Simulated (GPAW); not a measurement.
Consider La2O3 (P-3m1).

```
La O
1.0
     3.93078    0.00000    0.00000
    -1.96539    3.40415    0.00000
     0.00000    0.00000    6.11195
La O
2 3
Cartesian
  0.0000 2.2694 1.5050
  1.9654 1.1347 4.6070
  0.0000 0.0000 0.0000
  0.0000 2.2694 3.9477
  1.9654 1.1347 2.1643
```

Absorber: atom 3, with 6 La at 2.72 Å (octahedral, site symmetry -3m). Method: GPAW, PBE, full core hole (charged cell), 15-atom cell with 6.8 Å between holes, 4×4×4 k points, dipole transitions, Gaussian full width 0.9 eV up to 4 eV, rising linearly to 3.5 eV at 25 eV, without spin-orbit coupling.

Predict the near-edge structure at the O K edge.

Main maxima up to 24 eV above the zero (height): 1.4 eV (3.02), 5.9 eV (1.84), 9.6 eV (0.75), 15.2 eV (0.84) and 23.6 eV (1.15). A K edge sees empty p states on the absorber. The total-energy difference plus the lowest empty eigenvalue puts the zero at 538.88 eV. One term is added: -8.91 eV, since the hole is spin-paired here and a spin-polarised one costs that much less in the free atom (computed apart). The photon energy is then 529.97 eV. The functional and the charged cell's background leave an error of a few eV in such absolute values.

The O K spectrum (energy from the lowest empty level; intensity scaled to a mean of 1 over the first 20 eV; polarised curves are means over the symmetry-equivalent atoms):

```
E (eV)  isotropic  ε ⊥ c  ε ∥ c
  -2.0       0.00   0.00   0.00
  -1.5       0.00   0.00   0.00
  -1.0       0.00   0.00   0.00
  -0.5       0.02   0.02   0.01
   0.0       0.19   0.22   0.13
   0.5       0.91   1.10   0.53
   1.0       2.33   2.56   1.85
   1.5       2.99   2.92   3.14
   2.0       2.20   2.37   1.87
   2.5       1.53   1.92   0.74
   3.0       1.12   1.09   1.18
   3.5       1.01   0.53   1.98
   4.0       0.97   0.42   2.08
   4.5       1.20   0.69   2.23
   5.0       1.47   1.09   2.22
   5.5       1.70   1.80   1.51
   6.0       1.83   2.46   0.58
   6.5       1.41   2.00   0.23
   7.0       0.78   1.08   0.16
   7.5       0.51   0.70   0.15
   8.0       0.49   0.64   0.19
   8.5       0.54   0.66   0.32
   9.0       0.67   0.71   0.59
   9.5       0.75   0.66   0.93
  10.0       0.72   0.54   1.08
  10.5       0.62   0.45   0.96
  11.0       0.52   0.41   0.76
  11.5       0.49   0.40   0.67
  12.0       0.51   0.42   0.70
  12.5       0.57   0.46   0.78
  13.0       0.65   0.52   0.90
  13.5       0.73   0.58   1.03
  14.0       0.79   0.63   1.11
  14.5       0.83   0.69   1.10
  15.0       0.84   0.76   1.01
  15.5       0.84   0.82   0.87
  16.0       0.82   0.87   0.74
  16.5       0.80   0.88   0.63
  17.0       0.78   0.89   0.57
  17.5       0.79   0.92   0.54
  18.0       0.83   0.97   0.54
  18.5       0.88   1.04   0.55
  19.0       0.92   1.09   0.58
  19.5       0.95   1.11   0.64
  20.0       0.97   1.10   0.72
  20.5       0.99   1.08   0.82
  21.0       1.02   1.06   0.93
  21.5       1.05   1.06   1.03
  22.0       1.08   1.06   1.12
  22.5       1.12   1.07   1.20
  23.0       1.14   1.08   1.27
  23.5       1.15   1.08   1.31
  24.0       1.15   1.07   1.30
  24.5       1.12   1.06   1.25
  25.0       1.09   1.05   1.17
  25.5       1.05   1.03   1.07
  26.0       1.00   1.01   0.98
  26.5       0.95   0.97   0.90
  27.0       0.90   0.92   0.85
  27.5       0.85   0.86   0.81
  28.0       0.80   0.80   0.80
  28.5       0.77   0.75   0.81
```

The crystal has 2 inequivalent O sites and not all are shown here, while a measurement adds them all. The mesh is coarse (0.28 Å⁻¹ between points), so small maxima may be mesh ripples. The structure is a computed Materials Project entry and may be a hypothetical form.

[Banner, clock and machine lines of the logs are left out without a mark of their own.]

[Logs are printed without paths, hosts, clocks, repeated set-up lines and the standing remarks that a program may print on its own settings, such as how far it seeks lower states.]

[Hosts, paths, dates, database ids (printed as entryN), source tags and the programs' standing remarks are cut or masked in the printed files.]

[Lists of maxima count a maximum above −3 eV only where it reaches 4 % of the highest in the window and stands out from its surroundings by 2 % of it (1.5 % where it reaches 55 %); shoulders and weaker maxima are passed over, and of the rest the first, up to two pre-edge ones and the few strongest are named.]
